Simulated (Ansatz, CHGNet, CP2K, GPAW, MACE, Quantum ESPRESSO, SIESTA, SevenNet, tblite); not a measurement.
## C(110) slab, H on the bottom face, stepped (108 atoms) in other programs, against a plane-wave reference

How near do other programs and methods come to a plane-wave reference for C(110) slab, H on the bottom face, stepped (108 atoms)? A plane-wave run serves as the reference.

Main program and level: Ansatz 0.2.0; Kohn-Sham DFT, PBE, PAW, plane waves.

## 1. Starting point

The cell holds 108 atoms: 84 C and 24 H. Cell: a = 10.089 Å, b = 10.701 Å, c = 14.673 Å, α = 90.0°, β = 90.0°, γ = 90.0°. It derives from C (diamond-structure). Diamond-structure C (a = 3.567 Å), (110) slab of 4 atomic planes, 4 x 3 surface cells, H on the broken bonds of the bottom face, 10 Å of vacuum; the top repeat layer removed from part of the cell (two steps); displaced by a Gaussian of 0.02 Å. Then every atom was moved at random, 0.03 Å r.m.s. a Cartesian component (hydrogen 0.6 of that). Regions: slab, 84 atoms (84 C); hydrogen, 24 atoms (24 H). Vacuum lies along c.

## 2. Reference: Ansatz, plane waves

The PAW files are the set soft_2.

input.yaml

```yaml
crystal:
  lattice:
    - [10.089, 0.0, 0.0]
    - [0.0, 10.701, 0.0]
    - [0.0, 0.0, 14.67336]
  atoms:
    - { symbol: C, position: [0.87196, 0.17091, 0.40237] }
    - { symbol: C, position: [0.00066, 0.08152, 0.40105] }
    - { symbol: C, position: [0.99597, 0.00215, 0.48753] }
    - { symbol: C, position: [0.87532, 0.25287, 0.48788] }
    [... 98 atom lines left out ...]
    - { symbol: H, position: [0.62509, 0.5557, 0.34049] }
    - { symbol: H, position: [0.74727, 0.359, 0.34115] }
    - { symbol: H, position: [0.3736, 0.89176, 0.34221] }
    - { symbol: H, position: [0.49842, 0.69224, 0.33854] }
    - { symbol: H, position: [0.62335, 0.89152, 0.34081] }
    - { symbol: H, position: [0.75033, 0.69184, 0.34051] }
kpoints:
  mp_grid: { grid: [1, 1, 1] }
hamiltonian:
  xc: pbe
scf:
  occupations: { method: fermi_dirac, width: 0.05 }
output:
  forces: true
  eigenvalues: true
  populations: true
```

Run with:

```
ansatz run input.yaml --threads 8 --pin off --max-ram 15872MiB --backend cpu --events-out ev --progress --plain --runs-dir out
```

Numbers of over 12 decimals in the logs are rounded to 6 here.

What it wrote:

```text
[...]
Pseudopotentials: kind: paw
Pseudopotential: C, paw, valence charge 4, recommended cutoff 420 eV (normal), C.paw.azcp
Pseudopotential: H, paw, valence charge 1, recommended cutoff 420 eV (normal), H.paw.azcp
[... 5 lines on functional and potentials left out ...]
Crystal: 108 atoms, lattice volume = 1584.171 Å³
Basis set: ecut = 420 eV, 30983 PW (Γ), exchange–correlation on 144×144×200 points (8 copies of the dense FFT grid, shifted against one another)
Bands: 288, of which v1, the nominal top of the filled ones, is band 180 counted from 1 (179 counted from 0)
Symmetry: 1 space group operations
Space group: P1 (ITA 1), of the structure as read, at distance tolerance 1.2e-4 Å
k-points: 1
[... 5 lines on functional and potentials left out ...]
Initial density: superposition of atomic densities (neutral atoms: chi_scale 0, normalization atom), corrected by the library's trained network
Initial wavefunctions: pseudopotential atomic-orbital guess
[...]
SCF iter   1: F=—  HF=-21400.465721 eV  |F-HF|=—  |Δ(HF+E_count)|=         —  Δρ=1.47e-2  dr2=1.76e1  ethr=1.77e-3  ⟨swp⟩=7.0  Hψ=1471  notcnv=0  defer=81
preconditioner: auto → LDOS  [metal: Δε(μ)=0.064 eV  Ē_g=14.794 eV  σ=0.050 eV  W_gap=0.31  n_scr=244 (ndim 8)  ℏωp=17.7 eV  f_vac=0.527  D(μ)=31.36/eV (n_scr^D=180)  β→1.0]
[...]
SCF iter  13: F=—  HF=-21398.365072 eV  |F-HF|=—  |Δ(HF+E_count)|=   4.98e-7  Δρ=3.10e-6  dr2=2.74e-7  ethr=4.07e-10  ⟨swp⟩=2.0  Hψ=362  notcnv=0  defer=92
SCF iter  14: F=-21398.365072 eV  HF=-21398.365072 eV  |F-HF|=1.38e-8  |Δ(HF+E_count)|=   6.44e-8  Δρ=1.62e-6  dr2=6.66e-8  ethr=2.78e-11  ⟨swp⟩=26.0  Hψ=2549  notcnv=0
SCF 1 converged in 14 iterations: F = -21398.365072 eV  dr2 = 6.66e-8
[...]
SCF converged after 14 iterations
Free energy (F): -21398.365072 eV
Harris-Foulkes:  -21398.365072 eV  (|F-HF|=1.38e-8)
Internal energy: -21398.145737 eV  (E = F + TS)
E sigma→0 (E₀):  -21398.255405 eV
Entropy (-TS):   -0.219335 eV (-2.031 meV/atom)
Fermi energy:    1.339186 eV
--- Per-component energies (eV) ---
[...]
Σ components = -21398.365072   (vs F -21398.365072, Δ=0.00e0)
--- Forces (eV/Å), atoms counted from 1 ---
  atom   1  C      1.38960052    -2.92737385    -0.21775404
  atom   2  C     -1.05070922     2.67459725     0.91139653
  atom   3  C      2.24196072    -0.94380942    -0.46305493
  atom   4  C     -0.22521602    -0.66360630     0.24102307
[...]
atom 108  H      0.01484134    -0.02545287    -0.13994730
  max |Σ_I F_I| component: 3.41e-5 eV/Å
--- Band table (eV) ---
  k-point 0: bands = ["-19.5115", "-18.6055", "-18.4496", "-18.3018", [... 272 levels ...], "9.9056", "9.9486", "9.9972", "10.0038", "10.0815", "10.1069", "10.1507", "10.1894", "10.2343", "10.2661", "10.2711", "10.2849"]
--- Löwdin populations: 108 sites ---
  site symbol       q [e]
     0      C      4.1251
     1      C      4.1265
     2      C      3.9624
[...]
107      H      0.8351
  spilling = 0.006717 (of n_electrons = 360.000000)
```

Elapsed: 12 s, on 8 threads of Arm Neoverse V2, shared host; peak memory 1.6 GiB; 84 s of CPU time.

Read from the output:

```yaml
free_energy: -21398.3651 eV
free_energy_per_atom: -198.1330 eV/atom
scf_cycles: 14
r_m_s_force_component: 1.588 eV/Å
longest_force: 6.015 eV/Å
fermi_energy: 1.339 eV
levels_partly_filled_by_over_2_per_cent: 4
spilling_of_the_projection: 0.006717
```

Neighbours are counted within 1.85 Å (C-C), 1.34 Å (C-H).

Length of the force by element and coordination:

```
element  coordination  atoms  mean length of the force (eV/Å)  spread  least  most
      C           all     84                             2.78    1.36  0.700  6.02
      C             2      6                             4.92   0.630   3.97  5.85
      C             3     18                             3.84    1.54  0.743  6.02
      C             4     60                             2.25   0.865  0.700  4.25
      H           all     24                            0.649   0.390  0.143  1.55
```

Löwdin charges by element and coordination (they lack the spilled electrons, 0.022 e an atom on average):

```
element  coordination  atoms  mean charge (e)  spread    least     most
      C           all     84          -0.0172  0.0689   -0.137   0.0709
      C             2      6          -0.0295  0.0139  -0.0581  -0.0179
      C             3     18           0.0065  0.0305  -0.0488   0.0709
      C             4     60          -0.0231  0.0783   -0.137   0.0659
      H           all     24            0.161  0.0092    0.133    0.177
```

By region:

```
  region  atoms  mean length of the force (eV/Å)
    slab     84                             2.78
hydrogen     24                            0.649
```

The levels nearest the highest filled one (over half full), pooled over k-points and spins:

```
level less the highest filled one (eV)  occupation
                                -0.827           2
                                -0.705           2
                                -0.528           2
                                -0.499           2
                               -0.0474        1.96
                                     0        1.90
                                  0.15       0.991
                                 0.173       0.762
                                 0.225       0.357
                                 0.394       0.015
                                 0.428       0.007
                                 0.488       0.002
```

## 3. The ladder

The programs:
- CHGNet: machine-learned potential, published weights.
- CP2K 2026.2: Gaussian basis with GTH pseudopotentials and a plane-wave density; labels give functional, basis (MOLOPT sets; SR short-range, UZH the newer set with its own potentials), grid cutoff/relative cutoff and solver (OT: orbital transformation; TRS4, TC2, SIGN: linear-scaling purification with its sparsity filter), or its built-in tight binding.
- GPAW 26.7.0: PAW with atomic orbitals (LCAO), plane waves or a real-space grid of spacing h.
- MACE: machine-learned potential, published weights.
- Quantum ESPRESSO 7.5: plane waves; labels (QE) give functional, pseudopotential set and cutoffs of waves/density.
- SIESTA 5.4.2: numerical atomic orbitals, whose automatically made sets are far from complete, with PseudoDojo norm-conserving potentials that we converted to its format (checked against plane waves on the same files for H, C, O, Si, Ge and Ca alone); labels give functional, basis size, energy shift and mesh cutoff.
- SevenNet: machine-learned potential, published weights.
- tblite 0.8.0: extended tight binding, driven from Python.

All use the same cell and atoms; the electronic-structure runs use the same k-mesh, and an electronic temperature of 580 K (0.05 eV) where levels are smeared.

Differences are against the plane-wave reference, forces as r.m.s. over components; share is that over the reference's r.m.s. force, slope the least-squares factor from reference forces to these. Total energies of different programs have different zeros and aren't compared.

```
                                                    run  Δ force, r.m.s. (meV/Å)  share (%)  slope  cores  CPU time  memory (GiB)
                                              reference                        -          -      -      8      84 s           1.6
                                 CHGNet 0.3.0 potential                      603       38.0  0.774      1     8.1 s           4.8
  CP2K BLYP, DZVP-MOLOPT-SR, 450/50 Ry, diagonalisation                      153       9.62  1.001      2    11 min           2.8
CP2K PBE, DZVP-UZH, 450/20 Ry, diagonalisation (coarse)                     47.1       2.96  1.013      4    11 min           3.5
         CP2K PBE, DZVP-UZH, 450/50 Ry, diagonalisation                     46.1       2.90  1.014      4    19 min           3.5
     CP2K PBE, TZV2P-MOLOPT, 450/50 Ry, diagonalisation                     19.4       1.22  1.001      4     2.4 h           4.5
                            GPAW PBE, LCAO dzp, h 0.2 Å                      195       12.3  1.010      2   4.4 min           1.3
      GPAW PBE, LCAO dzp, h 0.2 Å, other mixer settings                      195       12.3  1.010      2   4.8 min           1.2
                           GPAW PBE, plane waves 550 eV                     14.7      0.928  1.002      2   9.2 min           1.8
                         GPAW revPBE, LCAO dzp, h 0.2 Å                      201       12.7  1.000      2   4.5 min           1.2
                            MACE MPA-0 medium potential                      546       34.4  0.719      1     9.3 s           1.4
               QE PBE, sssp-1.3.0-efficiency, 45/360 Ry                      6.5      0.409  1.001      4    11 min           3.5
    SIESTA PBE, DZ, shift 0.01 Ry, mesh 300 Ry (coarse)                      274       17.3  1.045      1   1.9 min          0.71
   SIESTA PBE, DZP, shift 0.01 Ry, mesh 150 Ry (coarse)                      227       14.3  1.019      2   2.7 min          0.88
            SIESTA PBE, DZP, shift 0.01 Ry, mesh 300 Ry                      226       14.3  1.019      2   6.2 min           1.4
   SIESTA PBE, DZP, shift 0.04 Ry, mesh 300 Ry (coarse)                      156       9.84  1.026      2   2.9 min           1.1
                                SevenNet l3i5 potential                      646       40.7  0.832      1      14 s           2.4
                                        tblite GFN2-xTB                      316       19.9  0.968      1     5.2 s          0.12
```

Rows marked coarse were listed beforehand as settings not expected to be converged; some can still land near the reference.

Times of the machine-learned potentials are mostly Python's start and the loading of weights.

CPU time is summed over cores on a shared host, where runs went side by side, so it is rough. Symmetry, cutoffs, thresholds, outputs and thread counts weren't matched or tuned between programs; memory under MPI is the largest rank's times the ranks.

Left out of this page: tblite IPEA1-xTB (killed or ended with an error); QE PBE, sssp-1.3.0-efficiency, 45/22 Ry (killed or ended with an error).

Runs without a result: CP2K SCC-DFTB, diagonalisation (not converged, the SCF not settling); CP2K GFN1-xTB, diagonalisation (not converged, the SCF not settling); CP2K PBE, SZV-MOLOPT-SR, 450/50 Ry, diagonalisation (cut off at its time limit of 6 min).

Mean charges by element (e), by run and scheme:

```
                                                  run     scheme      C      H
                                            reference     Löwdin  -0.02  +0.16
CP2K BLYP, DZVP-MOLOPT-SR, 450/50 Ry, diagonalisation   Mulliken  -0.01  +0.05
       CP2K PBE, DZVP-UZH, 450/50 Ry, diagonalisation   Mulliken  -0.02  +0.08
   CP2K PBE, TZV2P-MOLOPT, 450/50 Ry, diagonalisation   Mulliken  -0.03  +0.10
          SIESTA PBE, DZP, shift 0.01 Ry, mesh 300 Ry  Hirshfeld   0.00  +0.02
                                      tblite GFN2-xTB   Mulliken  -0.01  +0.03
```

The reference's Löwdin charges lack the electrons that the projection spills, 0.022 e an atom on average.

Within one program, basis, potentials and functional, energies share a zero. Each run against its twin at the usual cutoff or grid and solver:

```
                                              run                                  twin  Δ energy (meV/atom)  Δ force, r.m.s. (meV/Å)  CPU time over the twin's
   CP2K PBE, DZVP-UZH, 450/20 Ry, diagonalisation  DZVP-UZH, 450/50 Ry, diagonalisation               -0.155                     7.58                      0.60
GPAW PBE, LCAO dzp, h 0.2 Å, other mixer settings                     LCAO dzp, h 0.2 Å               2.0e-4                     7.83                       1.1
      SIESTA PBE, DZP, shift 0.01 Ry, mesh 150 Ry       DZP, shift 0.01 Ry, mesh 300 Ry                0.103                     3.25                      0.44
```

## 4. Summary of results

```
reference r.m.s. force component                       : 1.59 eV/Å
nearest in forces                                      : QE PBE, sssp-1.3.0-efficiency, 45/360 Ry, 0.41 %
farthest in forces                                     : SevenNet l3i5 potential, 41 %
cheapest electronic-structure run beside the reference : tblite GFN2-xTB, 5.2 s of CPU time
```

PBE on plane waves or a grid with other potentials, cutoffs or grids, coarse settings apart, differs from the reference by 0.41 % (QE PBE, sssp-1.3.0-efficiency, 45/360 Ry) to 0.93 % (GPAW PBE, plane waves 550 eV) of the r.m.s. force; this holds the reference's own error, so differences of a few per cent don't tell which side is nearer the exact PBE result (QE's 45 Ry are 612 eV, against the reference's 420 eV). The PBE runs in local orbitals, coarse settings apart, differ by 1.2 % (CP2K PBE, TZV2P-MOLOPT, 450/50 Ry, diagonalisation) to 14 % (SIESTA PBE, DZP, shift 0.01 Ry, mesh 300 Ry); basis, grid and potentials can all enter. Tight binding differs by 20 % (tblite GFN2-xTB); it is another model, with fitted parameters of its own, and the xTB methods hold dispersion. Machine-learned potentials differ by 34 % (MACE MPA-0 medium potential) to 41 % (SevenNet l3i5 potential); they were trained on other programs' data. Among those trained on PBE data the slope goes as low as 0.72, which softening far from their training structures can give, though the reference's k-sampling is untested too. Rows with another functional or a dispersion term differ by 9.6 % (CP2K BLYP, DZVP-MOLOPT-SR, 450/50 Ry, diagonalisation) to 13 % (GPAW revPBE, LCAO dzp, h 0.2 Å), which mixes the change of model with differences of basis and potentials. Runs with settings chosen to be coarse differ by 3.0 % (CP2K PBE, DZVP-UZH, 450/20 Ry, diagonalisation) to 17 % (SIESTA PBE, DZ, shift 0.01 Ry, mesh 300 Ry), their programs' other errors included. One electronic-structure run takes under half the reference's CPU time: tblite GFN2-xTB, at 20 % in 5.2 s against 84 s. In GPAW PBE, LCAO dzp, h 0.2 Å, other mixer settings the difference has nearly one length on every H (0.49 eV/Å) and points along its bond, outwards: this method prefers longer bonds, and stiff bonds to hydrogen turn a small shift into a large force. Charges hang on model, scheme and program or settings: among these rows the mean for H runs from +0.02 to +0.16 e. In the reference: levels near the Fermi energy are neither full nor empty under the smearing, so no gap is quoted. In the reference: mean Löwdin charges: C -0.02, H +0.16 e (they miss 0.67 % of the electrons, so they add up to more than the cell's charge). Periodic xTB results under one method name differ between programs and library versions. Machine-learned potentials mimic data converged in k, so the reference's own k-point error enters their differences. The runs have no spin polarisation, so any moments at edges, vacancies or dangling bonds can't form. The electronic-structure runs sample only Γ, in a cell whose shortest periodic width is 10 Å, which is coarse for a cell with partly filled levels.

[Also dropped from logs without a mark: logging warnings of Python, and SIESTA's first energy breakdown and zero terms.]

[Logs are printed without paths, hosts, clocks, repeated set-up lines and the standing remarks that a program may print on its own settings, such as how far it seeks lower states.]

[Hosts, paths, dates, database ids (printed as entryN), source tags and the programs' standing remarks are cut or masked in the printed files.]
